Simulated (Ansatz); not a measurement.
# CdInCl3 (model cell, started as cubic perovskite with Cd in the octahedra): a soft mode frozen in

Which phase does CdInCl3 (model cell, started as cubic perovskite with Cd in the octahedra) fall into along its unstable mode, and how much energy does it gain?

Calculated with Ansatz 0.2.0; DFT PBEsol, scalar-relativistic, plane waves, PAW; PAW set soft_1.

This is a report of a sequence of runs, with most program output left out.

The structure was built from a prototype and need not be the compound's stable phase.

## Step 1: The structure

Symmetry: Pm-3m, No. 221, cubic system. Conventional cell: a = 5.124 Å, b = 5.124 Å, c = 5.124 Å, α = 90.00°, β = 90.00°, γ = 90.00°. Nearest to In lie 12 Cl at 3.62 Å. Cd has 6 Cl at 2.56 Å nearest. Nearest to Cl lie 2 Cd at 2.56 Å. Farther neighbours and most contacts between anions are not listed.

## Step 2: Phonons on a q mesh

The cell comes from relaxations at this level that are not shown. Stability and thermal properties need the whole zone. Linear response on a 2×2×2 q mesh gives force constants as far as a supercell of that size would, and the tensors from the zone-centre run are typed in so that the long-range dipole term is interpolated apart.

input.yaml reads:

```yaml
crystal:
  lattice:
    - [5.1238010624, 0.0, 0.0]
    - [0.0, 5.1238010624, 0.0]
    - [0.0, 0.0, 5.1238010624]
  atoms:
    - { symbol: In, position: [0.0, 0.0, 0.0] }
    - { symbol: Cd, position: [0.5, 0.5, 0.5] }
    - { symbol: Cl, position: [0.5, 0.5, 0.0] }
    - { symbol: Cl, position: [0.5, 0.0, 0.5] }
    - { symbol: Cl, position: [0.0, 0.5, 0.5] }
kpoints:
  mp_grid: { grid: [6, 6, 6] }
hamiltonian:
  xc: pbesol
  pseudopotentials: { kind: paw, azcp: { folder: soft_1 }, xc_functional: pbe }
scf:
  occupations: { method: fixed }
output:
  eigenvalues: true
phonons:
  method: dfpt
  qmesh: [2, 2, 2]
  temperatures: { t_max: 1000, t_step: 50 }
  qpath:
    path:
      - [[0.0, 0.0, 0.0], [0.0, 0.5, 0.0], [0.5, 0.5, 0.0], [0.0, 0.0, 0.0], [0.5, 0.5, 0.5], [0.0, 0.5, 0.0]]
      - [[0.5, 0.5, 0.5], [0.5, 0.5, 0.0]]
    npoints: 10
  non_analytic_term:
    high_frequency_dielectric_tensor: [[4.407, 0.0, 0.0], [0.0, 4.407, 0.0], [0.0, 0.0, 4.407]]
    born_effective_charges:
      - { species: In, tensor: [[1.9655, 0.0, 0.0], [0.0, 1.9655, 0.0], [0.0, 0.0, 1.9655]] }
      - { species: Cd, tensor: [[2.6902, 0.0, 0.0], [0.0, 2.6902, 0.0], [0.0, 0.0, 2.6902]] }
      - { species: Cl, tensor: [[-1.2486, 0.0, 0.0], [0.0, -1.2486, 0.0], [0.0, 0.0, -2.1585]] }
      - { species: Cl, tensor: [[-1.2486, 0.0, 0.0], [0.0, -2.1585, 0.0], [0.0, 0.0, -1.2486]] }
      - { species: Cl, tensor: [[-2.1585, 0.0, 0.0], [0.0, -1.2486, 0.0], [0.0, 0.0, -1.2486]] }
    source: "zone-centre run at this cell"
```

The run is started by

```
$ ansatz run input.yaml --threads 4 --pin off --max-ram 16384MiB --backend cpu --events-out ev --progress --plain --runs-dir out
```

It took 2.2 min on 4 threads of Arm Neoverse V2, shared host; peak memory 1.1 GiB.

Numbers from this step:

* gap on the k-mesh: 1.788 eV
* volume per atom: 26.90 Å³
* sum-rule residual before enforcement: 3.16e-5 eV/Å²
* lowest frequency on the path: -71.70 cm⁻¹
* point group: m-3m
* highest frequency on the path or at a solved wavevector: 312.9 cm⁻¹
* highest optical mode at the zone centre (no LO-TO term): 265.2 cm⁻¹
* lowest optical zone-centre mode: -56.45 cm⁻¹
* lowest mode on the q mesh (acoustic modes at Γ apart): -71.7 cm⁻¹

Frequencies (cm⁻¹) solved at each irreducible wavevector; negative means imaginary. Frequencies by wavevector, by row:

| q in reciprocal lattice units | star | mode 1 | mode 2 | mode 3 | mode 4 | mode 13 | mode 14 | mode 15 |
| --- | --- | --- | --- | --- | --- | --- | --- | --- |
| 0 0 0 | 1 | -56.5 | -56.5 | -56.5 | 0 | 265.2 | 265.2 | 265.2 |
| 0 0 -0.5 | 3 | -41.2 | -41.2 | 22.4 | 22.4 | 265.2 | 265.5 | 265.5 |
| 0 -0.5 -0.5 | 3 | -71.7 | -46.8 | -46.8 | -28 | 169 | 265.8 | 293.8 |
| -0.5 -0.5 -0.5 | 1 | -71.4 | -71.4 | -71.4 | -42.9 | 168.3 | 168.3 | 312.9 |

Interpolated from a 2×2×2 q mesh, with the LO-TO term (at Γ the limit along the path; where Γ stands inside the path, tables give the limit on arrival). Phonon branches along the path, in cm⁻¹:

```
    point  branch 1  branch 2  branch 3  branch 4  branch 12  branch 13  branch 14  branch 15
        Γ       -56       -56         0         0        106        265        265        290
  halfway       -50       -50        19        19        113        265        265        280
        X       -41       -41        22        22        140        265        266        266
  halfway       -59       -36       -35       -34        139        210        266        292
        M       -72       -47       -47       -28        138        169        266        294
  halfway       -57       -43       -27       -19        116        232        266        294
        Γ       -56       -56         0         0        106        265        265        290
  halfway       -53       -53       -40       -22        116        230        230        307
        R       -71       -71       -71       -43        139        168        168        313
  halfway       -57       -56       -40       -37        139        201        230        308
        X       -41       -41        22        22        140        265        266        266
jump to R       -71       -71       -71       -43        139        168        168        313
  halfway       -72       -55       -55       -35        138        169        217        310
        M       -72       -47       -47       -28        138        169        266        294
```

Symmetry leaves 4 wavevectors to solve. The lowest mode among them, the acoustic zeros apart, lies at q = (0, -0.5, -0.5) and is imaginary, 71.7i cm⁻¹, so the energy falls along it.

## Step 3: The mode frozen in, largest atomic shift 0 Å

The mode followed lies at q = (-0.5, -0.5, -0.5) with frequency 71.4i cm⁻¹ and is 3-fold degenerate, one of the unstable modes though not the softest. At small amplitude the distorted cell has space group no. 74 by a symmetry search on the positions. The undistorted cell that holds it gives the zero of energy on the same k mesh.

System of this step: CdInCl3 (model cell, started as cubic perovskite with Cd in the octahedra). Symmetry: Pm-3m, No. 221, cubic system. The conventional cell has a = 5.124 Å, b = 5.124 Å, c = 5.124 Å, α = 90.00°, β = 90.00°, γ = 90.00°. Nearest to In lie 12 Cl at 3.62 Å. Nearest to Cd lie 6 Cl at 2.56 Å. Nearest to Cl lie 2 Cd at 2.56 Å. Farther neighbours and most contacts between anions are not listed.

input.yaml reads:

```yaml
crystal:
  lattice:
    - [5.1238010624, 5.1238010624, 0.0]
    - [5.1238010624, 0.0, 5.1238010624]
    - [5.1238010624, 0.0, -5.1238010624]
  atoms:
    - { symbol: In, position: [0.0, 0.0, 0.0] }
    - { symbol: In, position: [0.0, 0.5, 0.5] }
    - { symbol: Cd, position: [0.5, 0.25, 0.75] }
    - { symbol: Cd, position: [0.5, 0.75, 0.25] }
    - { symbol: Cl, position: [0.5, 0.5, 0.5] }
    - { symbol: Cl, position: [0.5, 0.0, 0.0] }
    - { symbol: Cl, position: [0.0, 0.0, 0.5] }
    - { symbol: Cl, position: [0.0, 0.5, 0.0] }
    - { symbol: Cl, position: [0.5, 0.5, 0.0] }
    - { symbol: Cl, position: [0.5, 0.0, 0.5] }
kpoints:
  mp_grid: { grid: [6, 6, 6] }
hamiltonian:
  xc: pbesol
  pseudopotentials: { kind: paw, azcp: { folder: soft_1 }, xc_functional: pbe }
scf:
  occupations: { method: gaussian, width: 0.02 }
output:
  forces: true
  stress: true
  eigenvalues: true
```

Wall time 3.6 s (4 threads); peak memory 0.79 GiB.

Numbers from this step:

```yaml
pressure: -0.002865 GPa
energy_from_the_undistorted_cell: 0 meV/atom
```

At this level the gap is 1.79 eV on the k-mesh of the self-consistent run, which can miss the band edges.

## Step 4: The mode frozen in, largest atomic shift 0.6 Å

The atoms are moved along the unstable eigenvector, the largest shift by 0.6 Å, with the cell fixed.

input.yaml, the sections that differ from step 3:

```yaml
crystal:
  lattice:
    - [5.1238010624, 5.1238010624, 0.0]
    - [5.1238010624, 0.0, 5.1238010624]
    - [5.1238010624, 0.0, -5.1238010624]
  atoms:
    - { symbol: In, position: [0.0, 0.0, 0.0] }
    - { symbol: In, position: [0.0, 0.5, 0.5] }
    - { symbol: Cd, position: [0.5, 0.25, 0.75] }
    - { symbol: Cd, position: [0.5, 0.75, 0.25] }
    - { symbol: Cl, position: [0.4171973963, 0.5828026037, 0.5828026037] }
    - { symbol: Cl, position: [0.5828026037, -0.0828026037, -0.0828026037] }
    - { symbol: Cl, position: [0.0, 0.0414013018, 0.4585986982] }
    - { symbol: Cl, position: [0.0, 0.4585986982, 0.0414013018] }
    - { symbol: Cl, position: [0.5, 0.4585986982, 0.0414013018] }
    - { symbol: Cl, position: [0.5, 0.0414013018, 0.4585986982] }
# kpoints, hamiltonian, scf, output: as in step 3
```

Run time: 9.5 s. Hardware: 4 threads; peak memory 1 GiB; 37 s of CPU time.

This step gave:

```
pressure                         : -0.6479 GPa
gap on the k-mesh                : 1.666 eV
energy from the undistorted cell : -24.49 meV/atom
```

The energy, extrapolated to zero smearing, is -24.49 meV/atom against the undistorted cell.

The run ends at a pressure of -0.65 GPa, with forces up to 0.15 eV/Å.

## Step 5: Energy along the mode, all amplitudes (two of the runs are shown above)

An imaginary frequency means negative curvature, so the energy should fall and then rise again as anharmonic terms take over.

This step gave:

* depth at the lowest point sampled: 24.49 meV/atom
* largest atomic shift at that point: 0.6 Å

The energy from the parent by largest atomic shift:

```
largest atomic shift (Å)  energy from the parent (meV/atom)
                   0.000                                  0
                   0.040                             -0.212
                   0.080                             -0.842
                   0.140                              -2.53
                   0.220                              -5.98
                   0.320                              -11.6
                   0.450                              -19.3
                   0.600                              -24.5
```

Displacement at unit largest shift by atom:

```
atom   x (Å)   y (Å)   z (Å)   size
 In1   0.000   0.000   0.000  0.000
 In2   0.000   0.000   0.000  0.000
 Cd3   0.000   0.000   0.000  0.000
 Cd4   0.000   0.000   0.000  0.000
 Cl5   0.707  -0.707   0.000  1.000
 Cl6  -0.707   0.707   0.000  1.000
 Cl7   0.000   0.000   0.707  0.707
 Cl8   0.000   0.000  -0.707  0.707
 Cl9   0.000   0.000  -0.707  0.707
Cl10   0.000   0.000   0.707  0.707
```

The lowest of the steps tried is the last one, at 0.6 Å, 24.5 meV/atom below the parent; the bottom of the well need not coincide with a step.

## Step 6: Relaxation from the frozen mode

Starting from the lowest point found, all atoms and the cell are let go, so that strain and other modes of the same symmetry can join in.

input.yaml: that of step 4 with these lines changed.

```diff
@@ -22,3 +22,3 @@
 scf:
-  occupations: { method: gaussian, width: 0.02 }
+  occupations: { method: fixed }
 output:
@@ -27 +27,10 @@
   eigenvalues: true
+  write_density: true
+  write_potential: true
+  elf: true
+  volumetric_format: npy
+relax:
+  adjacent_minimum: "off"
+  f_tol: 0.002
+  max_steps: 120
+  cell: { stress_tol: 0.03 }
```

Run time: 92 s. Hardware: 4 threads; peak memory 1.1 GiB.

The steps of the relaxation:

| step | energy less that of the first step (eV) | largest force component (eV/Å) | pressure (GPa) | volume (Å³) |
| --- | --- | --- | --- | --- |
| 1 | 0.0000 | 0.1038 | -0.65 | 269.03 |
| 2 | -0.0322 | 0.1013 | -0.12 | 264.60 |
| 3 | -0.0695 | 0.0261 | 0.46 | 260.24 |
| 4 | -0.0747 | 0.0116 | 0.07 | 262.59 |
| 5 | -0.0751 | 0.0146 | 0.05 | 262.57 |
| 6 | -0.0757 | 0.0022 | 0.00 | 262.88 |
| 7 | -0.0757 | 0.0003 | 0.00 | 262.92 |
| 8* | -0.0751 | 0.0003 | 0.00 | 262.92 |

Relaxation steps marked * repeat the geometry before them on a plane-wave basis chosen anew for their cell, so energy and pressure can jump there.

Forces are held to the 8 operations that the run works with; a distortion that breaks them can't arise in this run.

```
conventional cell, symmetrised  before  after  change
                         a (Å)   7.246  7.147  -1.4 %
                         b (Å)  10.248  9.981  -2.6 %
                         c (Å)   7.246  7.372  +1.7 %
              volume (Å³/atom)   26.90  26.29  -2.3 %
```

The atoms that moved most (Å, as changes of fractional coordinates times the final cell):

```csv
atom,dx,dy,dz,length
In1,0.111,-0.111,0.000,0.157
In2,-0.111,0.111,0.000,0.157
Cl7,0.000,0.000,0.106,0.106
Cl8,0.000,0.000,-0.106,0.106
Cl10,0.000,0.000,0.106,0.106
Cl9,0.000,0.000,-0.106,0.106
Cl5,0.032,-0.032,0.000,0.045
Cl6,-0.032,0.032,0.000,0.045
```

This step gave:

| Item | Value |
| --- | --- |
| pressure | -0.001971 GPa |
| gap on the k-mesh | 1.593 eV |
| volume per atom | 26.29 Å³ |

Valence density in the bc plane of the conventional cell at fractional x = 0.000, with atoms of In and Cd and Cl within 0.2 Å of it. It is the smooth field of the valence electrons, not physical close to the nuclei.

Ten steps, logarithmic in the rise over the least value, from '0' (0 e/Å³) to '9' (22 e/Å³), each cell a mean:
```
0000257864100000002467531000
0000246653100000001244310000
0000123321000000000111100000
0000001110000000000000000000
0000000000000000000011100000
0000000000000000001223210000
1100000000000111002344421001
4310000000012443112443432124
8631111111125786312443432257
9851123332136998522344421369
9742244443226897411223211268
6521243343214665210011100146
2211244443111222100000000012
0000123432100000000000000000
0000012211000000000000000000
0000000000000000000000000000
0000001100000000000122110000
0000012221000000001355420000
0000135542100000002577631000
0000257763100000012578641000
```
Columns run along b (10.0 Å), rows up along c (7.4 Å), edges of the conventional cell, whose origin can differ from the input's. Atoms in or near the plane, at fractional coordinates: In at (0.75, 0.02), In at (0.25, 0.98), Cd at (0.50, 0.50), Cd at (0.00, 0.50), Cl at (0.75, 0.59), Cl at (0.25, 0.41).

ELF in the bc plane of the conventional cell at fractional x = 0.000, with atoms of In and Cd and Cl within 0.2 Å of it. It is the smooth field of the valence electrons, not physical close to the nuclei.

Ten even steps from '_' (0.01) to '@' (0.89), each cell a mean:
```
____..----::____..----::________..------..__::----::____
______::----....::--::..__________----------------..____
______..::--------::..____________..::::::::::::::______
________..::----::..__________________..........________
____________......__________________..--==++==::________
__________________________________..++%%@@@@@@**--______
....______________________......__::##@@@@@@@@%%++......
--::..____::--==::..__..::----::..--%%%%**==%%@@++..::--
**==::..::**%%%%##==....--++**==::::##@@**==%%%%==..--++
@@**--..++%%@@@@@@##::::==%%@@**--::**@@@@%%@@%%--::==%%
%%++--::##@@%%##%%%%==::==##%%++--..--##@@@@%%**::::==##
==--::::##%%++--##@@++..::====--::....==****++::....--==
::....--##@@####%%%%++....::::....______..::..______..::
______::**@@@@@@@@%%==..________________________________
________--**%%%%##++..__________________________________
__________..::::::..__________________..::::....________
________....::::::..________________..::------::..______
______::------------::..__________..::--::::----::______
____..------::::------::________..::--::____..--::..____
____..----::____..------________..----::______----::____
```
Columns run along b (10.0 Å), rows up along c (7.4 Å), edges of the conventional cell, whose origin can differ from the input's. Atoms in or near the plane, at fractional coordinates: In at (0.75, 0.02), In at (0.25, 0.98), Cd at (0.50, 0.50), Cd at (0.00, 0.50), Cl at (0.75, 0.59), Cl at (0.25, 0.41).

Electrostatic potential energy in the bc plane of the conventional cell at fractional x = 0.000, with atoms of In and Cd and Cl within 0.2 Å of it. With pseudopotentials it is smooth inside the atoms' cores, unlike the true potential.

Values in eV, 11 rows by 16 columns, each cell a mean:
```
 10   8  -6 -30 -32 -14   7  10  10   9  -1 -23 -26  -7   7  10
 10   9   5  -8 -10   2   9  10  10  10   8   4   3   7   9  10
 10  10   9   8   8   9  10  10  10  10  10   8   8   9  10  10
  3   7   9  10  10  10   8   4   3   7   5 -16 -21   1   8   4
-20  -4   8   8   8   8   1 -17 -20  -5  -1 -31 -33  -9   0 -17
-28 -11   3 -18 -23   0  -5 -25 -28 -11   5  -9 -13   3  -5 -25
-14  -1  -1 -31 -33  -9   2 -12 -14  -1   8   9   9   9   3 -12
  7   8   7  -7 -11   5   9   7   7   8  10  10  10  10   9   7
 10  10  10   9   8   9  10  10  10  10   9   6   6   8  10  10
 10  10   7  -1  -3   5   9  10  10   9   3 -15 -19  -2   8  10
 10   8  -3 -28 -30 -11   7  10  10   8  -7 -32 -33 -16   6  10
```
Columns run along b (10.0 Å; values clipped at the 3rd and 97th percentile), rows up along c (7.4 Å), edges of the conventional cell, whose origin can differ from the input's. Atoms in or near the plane, at fractional coordinates: In at (0.75, 0.02), In at (0.25, 0.98), Cd at (0.50, 0.50), Cd at (0.00, 0.50), Cl at (0.75, 0.59), Cl at (0.25, 0.41).

The distorted start has space group Imma; the relaxation ends in Imma.

## Step 7: The new phase in its own primitive cell

The relaxed structure is symmetrised, reduced to its primitive cell and relaxed tightly, as its phonons need.

input.yaml reads:

```yaml
crystal:
  lattice:
    - [-3.5733330105, 4.9905401262, 3.6858521974]
    - [3.5733330105, -4.9905401262, 3.6858521974]
    - [3.5733330105, 4.9905401262, -3.6858521974]
  atoms:
    - { symbol: In, position: [0.7712407335, 0.0212407335, 0.75] }
    - { symbol: In, position: [0.2287592665, 0.9787592665, 0.25] }
    - { symbol: Cd, position: [0.0, 0.5, 0.5] }
    - { symbol: Cd, position: [0.5, 0.5, 0.0] }
    - { symbol: Cl, position: [0.3389323593, 0.5889323593, 0.75] }
    - { symbol: Cl, position: [0.6610676407, 0.4110676407, 0.25] }
    - { symbol: Cl, position: [0.8020433168, 0.5, 0.8020433168] }
    - { symbol: Cl, position: [0.1979566832, 0.5, 0.1979566832] }
    - { symbol: Cl, position: [0.1979566832, 0.0, 0.6979566832] }
    - { symbol: Cl, position: [0.8020433168, 0.0, 0.3020433168] }
kpoints:
  mp_grid: { grid: [6, 6, 6] }
hamiltonian:
  xc: pbesol
  pseudopotentials: { kind: paw, azcp: { folder: soft_1 }, xc_functional: pbe }
scf:
  occupations: { method: fixed }
output:
  forces: true
  stress: true
  eigenvalues: true
relax:
  adjacent_minimum: "off"
  f_tol: 0.001
  max_steps: 60
  cell: { stress_tol: 0.01 }
```

The job ended after 23 s (4 threads; peak memory 1 GiB; 90 s of CPU time).

Little changed from the start: no atom moved by 0.005 Å and no cell edge by 0.1 %.

This step gave:

| Quantity | Value |
| --- | --- |
| pressure | -0.001973 GPa |
| direct gap on mesh | 2.158 eV |

The largest force component left is 0.46 meV/Å and the pressure is -0.002 GPa, within the tolerances set. The cell now holds 26.29 Å³/atom.

(Continued in part 2 of 2.)

[Logs are printed without paths, hosts, clocks, repeated set-up lines and the standing remarks that a program may print on its own settings, such as how far it seeks lower states.]

[Hosts, paths, dates, database ids (printed as entryN), source tags and the programs' standing remarks are cut or masked in the printed files.]
